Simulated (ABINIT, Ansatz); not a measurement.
# Si3Pb (Pm-3m): zone-centre phonons, part 2 of 2

Which modes does Si3Pb (Pm-3m) have at the zone centre?

ABINIT 10.8.3; DFT PBEsol, scalar-relativistic, plane waves, PseudoDojo norm-conserving pseudopotentials.

So far. Step 4 (Linear response at Γ): The acoustic modes at Γ come out as far as 1.5 cm⁻¹ from zero, where they should vanish, a small numerical error. The lowest optical mode is imaginary, 185i cm⁻¹, an instability at this level and on this k mesh. The relaxed cell has a = 4.266 Å (conventional setting).

The structure was built from a prototype and need not be the compound's stable phase.

### Step 5. Zone-centre analysis

anaddb reads the merged derivatives and imposes the acoustic sum rule.

anaddb.abi reads:

```
ddb_filepath "gamma_DDB"
output_file "anaddb.abo"
outdata_prefix "anaddb"
asr 1
chneut 1
enunit 2
eivec 1
nph1l 1
qph1l 0.0 0.0 0.0 1.0
```

mrgddb.in reads:

```
gamma_DDB
merged
2
dfpt_gammao_DDB
gso_DDB
```

Started as:

```bash
mrgddb < mrgddb.in > mrgddb.log
OMP_NUM_THREADS=1 anaddb anaddb.abi > anaddb.log
```

anaddb.abo, the main output file:

```text
-outvars_anaddb: echo values of input variables ----------------------

 Miscellaneous information :
      enunit         2
       eivec         1
         asr         1
 First list of wavevector (reduced coord.) :
       nph1l         1
       qph1l
                     0.00000000E+00  0.00000000E+00  0.00000000E+00    1.000E+00

================================================================================

 read the DDB information and perform some checks

  ==== Info on the Cryst% object ====
 Real(R)+Recip(G) space primitive vectors, cartesian coordinates (Bohr,Bohr^-1):
 R(1)=  8.0607700  0.0000000  0.0000000  G(1)=  0.1240576  0.0000000  0.0000000
 R(2)=  0.0000000  8.0607700  0.0000000  G(2)=  0.0000000  0.1240576  0.0000000
 R(3)=  0.0000000  0.0000000  8.0607700  G(3)=  0.0000000  0.0000000  0.1240576
 Unit cell volume ucvol=  5.2375670E+02 bohr^3
 Angles (23,13,12)=  9.00000000E+01  9.00000000E+01  9.00000000E+01 degrees
 Time-reversal symmetry is present
 Reduced atomic positions [iatom, xred, symbol]:
    1)    0.0000000  0.0000000  0.0000000  Pb
    2)    0.0000000  0.5000000  0.5000000  Si
    3)    0.5000000  0.0000000  0.5000000  Si
    4)    0.5000000  0.5000000  0.0000000  Si

 DDB file with 3 blocks has been read.

================================================================================

 Treat the first list of vectors

  Phonon wavevector (reduced coordinates) :  0.00000  0.00000  0.00000
 Phonon energies in Hartree :
  -8.449420E-04 -8.449420E-04 -8.449420E-04 -1.287804E-04 -1.287804E-04
  -1.287804E-04  0.000000E+00  0.000000E+00  0.000000E+00  7.888592E-04
   7.888592E-04  7.888592E-04
 Phonon energies in meV     :
- -2.299204E+01 -2.299204E+01 -2.299204E+01 -3.504294E+00 -3.504294E+00
- -3.504294E+00  0.000000E+00  0.000000E+00  0.000000E+00  2.146595E+01
-  2.146595E+01  2.146595E+01
 Phonon frequencies in cm-1    :
- -1.854433E+02 -1.854433E+02 -1.854433E+02 -2.826404E+01 -2.826404E+01
- -2.826404E+01  0.000000E+00  0.000000E+00  0.000000E+00  1.731346E+02
-  1.731346E+02  1.731346E+02
 Phonon frequencies in Thz     :
- -5.559451E+00 -5.559451E+00 -5.559451E+00 -8.473345E-01 -8.473345E-01
- -8.473345E-01  0.000000E+00  0.000000E+00  0.000000E+00  5.190444E+00
-  5.190444E+00  5.190444E+00
 Phonon energies in Kelvin  :
- -2.668116E+02 -2.668116E+02 -2.668116E+02 -4.066564E+01 -4.066564E+01
- -4.066564E+01  0.000000E+00  0.000000E+00  0.000000E+00  2.491020E+02
-  2.491020E+02  2.491020E+02

 Eigendisplacements
 (will be given, for each mode : in cartesian coordinates
   for each atom the real part of the displacement vector,
   then the imaginary part of the displacement vector - absolute values smaller than 1.0d-7 are set to zero)
  Mode number    1   Energy   -8.449420E-04
 Attention : low frequency mode.
   (Could be unstable or acoustic mode)
-  1  0.00000000E+00  0.00000000E+00  3.78390974E-04
-     0.00000000E+00  0.00000000E+00  0.00000000E+00
-  2  0.00000000E+00  0.00000000E+00  6.96261865E-04
-     0.00000000E+00  0.00000000E+00  0.00000000E+00
-  3  0.00000000E+00  0.00000000E+00  6.96261865E-04
-     0.00000000E+00  0.00000000E+00  0.00000000E+00
-  4  0.00000000E+00  0.00000000E+00 -4.18409250E-03
-     0.00000000E+00  0.00000000E+00  0.00000000E+00
  Mode number    2   Energy   -8.449420E-04
 Attention : low frequency mode.
   (Could be unstable or acoustic mode)
-  1  0.00000000E+00  3.78390974E-04  0.00000000E+00
-     0.00000000E+00  0.00000000E+00  0.00000000E+00
-  2  0.00000000E+00  6.96261865E-04  0.00000000E+00
-     0.00000000E+00  0.00000000E+00  0.00000000E+00
-  3  0.00000000E+00 -4.18409250E-03  0.00000000E+00
-     0.00000000E+00  0.00000000E+00  0.00000000E+00
-  4  0.00000000E+00  6.96261865E-04  0.00000000E+00
-     0.00000000E+00  0.00000000E+00  0.00000000E+00
  Mode number    3   Energy   -8.449420E-04
 Attention : low frequency mode.
   (Could be unstable or acoustic mode)
-  1  3.78390974E-04  0.00000000E+00  0.00000000E+00
-     0.00000000E+00  0.00000000E+00  0.00000000E+00
-  2 -4.18409250E-03  0.00000000E+00  0.00000000E+00
-     0.00000000E+00  0.00000000E+00  0.00000000E+00
-  3  6.96261865E-04  0.00000000E+00  0.00000000E+00
-     0.00000000E+00  0.00000000E+00  0.00000000E+00
-  4  6.96261865E-04  0.00000000E+00  0.00000000E+00
-     0.00000000E+00  0.00000000E+00  0.00000000E+00
  Mode number    4   Energy   -1.287804E-04
 Attention : low frequency mode.
   (Could be unstable or acoustic mode)
-  1  0.00000000E+00  0.00000000E+00  0.00000000E+00
-     0.00000000E+00  0.00000000E+00  0.00000000E+00
-  2  0.00000000E+00  0.00000000E+00  3.12509966E-03
-     0.00000000E+00  0.00000000E+00  0.00000000E+00
-  3  0.00000000E+00  0.00000000E+00 -3.12509966E-03
-     0.00000000E+00  0.00000000E+00  0.00000000E+00
-  4  0.00000000E+00  0.00000000E+00  0.00000000E+00
-     0.00000000E+00  0.00000000E+00  0.00000000E+00
  Mode number    5   Energy   -1.287804E-04
 Attention : low frequency mode.
   (Could be unstable or acoustic mode)
-  1  0.00000000E+00  0.00000000E+00  0.00000000E+00
-     0.00000000E+00  0.00000000E+00  0.00000000E+00
-  2  0.00000000E+00  3.12509966E-03  0.00000000E+00
-     0.00000000E+00  0.00000000E+00  0.00000000E+00
-  3  0.00000000E+00  0.00000000E+00  0.00000000E+00
-     0.00000000E+00  0.00000000E+00  0.00000000E+00
-  4  0.00000000E+00 -3.12509966E-03  0.00000000E+00
-     0.00000000E+00  0.00000000E+00  0.00000000E+00
  Mode number    6   Energy   -1.287804E-04
 Attention : low frequency mode.
   (Could be unstable or acoustic mode)
-  1  0.00000000E+00  0.00000000E+00  0.00000000E+00
-     0.00000000E+00  0.00000000E+00  0.00000000E+00
-  2  0.00000000E+00  0.00000000E+00  0.00000000E+00
-     0.00000000E+00  0.00000000E+00  0.00000000E+00
-  3  3.12509966E-03  0.00000000E+00  0.00000000E+00
-     0.00000000E+00  0.00000000E+00  0.00000000E+00
-  4 -3.12509966E-03  0.00000000E+00  0.00000000E+00
-     0.00000000E+00  0.00000000E+00  0.00000000E+00
  Mode number    7   Energy    0.000000E+00
 Attention : low frequency mode.
   (Could be unstable or acoustic mode)
-  1  0.00000000E+00  0.00000000E+00  1.37193355E-03
-     0.00000000E+00  0.00000000E+00  0.00000000E+00
-  2  0.00000000E+00  0.00000000E+00  1.37193353E-03
-     0.00000000E+00  0.00000000E+00  0.00000000E+00
-  3  0.00000000E+00  0.00000000E+00  1.37193353E-03
-     0.00000000E+00  0.00000000E+00  0.00000000E+00
-  4  0.00000000E+00  0.00000000E+00  1.37193360E-03
-     0.00000000E+00  0.00000000E+00  0.00000000E+00
  Mode number    8   Energy    0.000000E+00
 Attention : low frequency mode.
   (Could be unstable or acoustic mode)
-  1  0.00000000E+00  1.37193355E-03  0.00000000E+00
-     0.00000000E+00  0.00000000E+00  0.00000000E+00
-  2  0.00000000E+00  1.37193353E-03  0.00000000E+00
-     0.00000000E+00  0.00000000E+00  0.00000000E+00
-  3  0.00000000E+00  1.37193360E-03  0.00000000E+00
-     0.00000000E+00  0.00000000E+00  0.00000000E+00
-  4  0.00000000E+00  1.37193353E-03  0.00000000E+00
-     0.00000000E+00  0.00000000E+00  0.00000000E+00
  Mode number    9   Energy    0.000000E+00
 Attention : low frequency mode.
   (Could be unstable or acoustic mode)
-  1  1.37193355E-03  0.00000000E+00  0.00000000E+00
-     0.00000000E+00  0.00000000E+00  0.00000000E+00
-  2  1.37193360E-03  0.00000000E+00  0.00000000E+00
-     0.00000000E+00  0.00000000E+00  0.00000000E+00
-  3  1.37193353E-03  0.00000000E+00  0.00000000E+00
-     0.00000000E+00  0.00000000E+00  0.00000000E+00
-  4  1.37193353E-03  0.00000000E+00  0.00000000E+00
-     0.00000000E+00  0.00000000E+00  0.00000000E+00
  Mode number   10   Energy    7.888592E-04
-  1  0.00000000E+00  0.00000000E+00 -7.88799750E-04
-     0.00000000E+00  0.00000000E+00  0.00000000E+00
-  2  0.00000000E+00  0.00000000E+00  2.72015913E-03
-     0.00000000E+00  0.00000000E+00  0.00000000E+00
-  3  0.00000000E+00  0.00000000E+00  2.72015913E-03
-     0.00000000E+00  0.00000000E+00  0.00000000E+00
-  4  0.00000000E+00  0.00000000E+00  3.79030157E-04
-     0.00000000E+00  0.00000000E+00  0.00000000E+00
  Mode number   11   Energy    7.888592E-04
-  1  0.00000000E+00 -7.88799750E-04  0.00000000E+00
-     0.00000000E+00  0.00000000E+00  0.00000000E+00
-  2  0.00000000E+00  2.72015913E-03  0.00000000E+00
-     0.00000000E+00  0.00000000E+00  0.00000000E+00
-  3  0.00000000E+00  3.79030157E-04  0.00000000E+00
-     0.00000000E+00  0.00000000E+00  0.00000000E+00
-  4  0.00000000E+00  2.72015913E-03  0.00000000E+00
-     0.00000000E+00  0.00000000E+00  0.00000000E+00
  Mode number   12   Energy    7.888592E-04
-  1  7.88799750E-04  0.00000000E+00  0.00000000E+00
-     0.00000000E+00  0.00000000E+00  0.00000000E+00
-  2 -3.79030157E-04  0.00000000E+00  0.00000000E+00
-     0.00000000E+00  0.00000000E+00  0.00000000E+00
-  3 -2.72015913E-03  0.00000000E+00  0.00000000E+00
-     0.00000000E+00  0.00000000E+00  0.00000000E+00
-  4 -2.72015913E-03  0.00000000E+00  0.00000000E+00
-     0.00000000E+00  0.00000000E+00  0.00000000E+00

 Analysis of degeneracies and characters (maximum tolerance=1.00E-06 a.u.)
 For each vibration mode, or group of modes if degenerate,
 the characters are given for each symmetry operation (see the list in the log file).
 Symmetry characters of vibration mode #   1
       degenerate with vibration modes #   2 to    3
  3.0 -3.0 -1.0  1.0 -1.0  1.0 -1.0  1.0  1.0 -1.0 -1.0  1.0  1.0 -1.0 -1.0  1.0
  0.0 -0.0  0.0 -0.0 -0.0  0.0 -0.0  0.0  1.0 -1.0 -1.0  1.0 -1.0  1.0  1.0 -1.0
  0.0 -0.0 -0.0  0.0 -0.0  0.0  0.0 -0.0  1.0 -1.0  1.0 -1.0 -1.0  1.0 -1.0  1.0
 Symmetry characters of vibration mode #   4
       degenerate with vibration modes #   5 to    6
  3.0 -3.0 -1.0  1.0 -1.0  1.0 -1.0  1.0 -1.0  1.0  1.0 -1.0 -1.0  1.0  1.0 -1.0
 -0.0  0.0 -0.0  0.0  0.0 -0.0 -0.0  0.0 -1.0  1.0  1.0 -1.0  1.0 -1.0 -1.0  1.0
 -0.0  0.0  0.0 -0.0 -0.0  0.0 -0.0  0.0 -1.0  1.0 -1.0  1.0  1.0 -1.0  1.0 -1.0
 Symmetry characters of vibration mode #   7
       degenerate with vibration modes #   8 to    9
  3.0 -3.0 -1.0  1.0 -1.0  1.0 -1.0  1.0  1.0 -1.0 -1.0  1.0  1.0 -1.0 -1.0  1.0
  0.0 -0.0  0.0 -0.0 -0.0  0.0 -0.0  0.0  1.0 -1.0 -1.0  1.0 -1.0  1.0  1.0 -1.0
  0.0 -0.0 -0.0  0.0 -0.0  0.0  0.0 -0.0  1.0 -1.0  1.0 -1.0 -1.0  1.0 -1.0  1.0
 Symmetry characters of vibration mode #  10
       degenerate with vibration modes #  11 to   12
  3.0 -3.0 -1.0  1.0 -1.0  1.0 -1.0  1.0  1.0 -1.0 -1.0  1.0  1.0 -1.0 -1.0  1.0
  0.0 -0.0  0.0 -0.0 -0.0  0.0 -0.0  0.0  1.0 -1.0 -1.0  1.0 -1.0  1.0  1.0 -1.0
  0.0 -0.0 -0.0  0.0 -0.0  0.0  0.0 -0.0  1.0 -1.0  1.0 -1.0 -1.0  1.0 -1.0  1.0
-
```

Wall time 0.78 s (1 thread of Intel Xeon at 2.70GHz, shared host).

No LO-TO term; unit eigenvectors of the mass-weighted matrix, from anaddb's displacements. The modes at Γ (shares of kinetic energy by element, %) (negative means imaginary):

```tsv
mode	frequency (cm⁻¹)	symmetry	Pb %	Si %
1	-185.4	T1u	5	95
2	-185.4	T1u	5	95
3	-185.4	T1u	5	95
4	-28.3	T2u	0	100
5	-28.3	T2u	0	100
6	-28.3	T2u	0	100
7	0.0	acoustic	71	29
8	0.0	acoustic	71	29
9	0.0	acoustic	71	29
10	173.1	T1u	24	76
11	173.1	T1u	24	76
12	173.1	T1u	24	76
```

Displacements in mode 1 (-185.4 cm⁻¹), the largest set to 1:
```
Pb1  0.00  0.00  0.09
Si2  0.00  0.00  0.17
Si3  0.00  0.00  0.17
Si4  0.00  0.00 -1.00
```

Displacements in mode 10 (173.1 cm⁻¹), the largest set to 1:
```
Pb1  0.00  0.00 -0.29
Si2  0.00  0.00  1.00
Si3  0.00  0.00  1.00
Si4  0.00  0.00  0.14
```

The rule moves no optical mode by more than 0.1 cm⁻¹.

### Step 6. Outcome

```yaml
space_group_after_relaxation: Pm-3m
volume_per_atom: 19.4 Å³
highest_optical_zone_centre_mode_no_lo_to_term: 173.1 cm⁻¹
lowest_optical_zone_centre_mode: -185.4 cm⁻¹
imaginary_optical_modes_at_the_zone_centre_no_q_mesh_in_this_session: yes
```

**Reading.** At the PBEsol level the optical modes of Si3Pb (Pm-3m) at the zone centre run from 185i to 173 cm⁻¹, so the structure is a saddle point, with 6 modes beyond 10i cm⁻¹ there. These are harmonic frequencies: anharmonic shifts and widths and the lattice's thermal expansion are left out. The Fermi-Dirac smearing of 0.01 Ha is an electronic temperature of 3158 K, which adds a pressure of its own and can shift the volume and soft modes. Spin-orbit coupling is left out, which can matter for the heavy elements here. In a metal the frequencies hang on the k mesh and the smearing, most of all near Kohn anomalies. The structure is a hypothetical one, built on a prototype.

[Host names and launcher messages were left out of these logs when they were recorded.]

[Logs are printed without paths, hosts, clocks, repeated set-up lines and the standing remarks that a program may print on its own settings, such as how far it seeks lower states.]

[Hosts, paths, dates, database ids (printed as entryN), source tags and the programs' standing remarks are cut or masked in the printed files.]
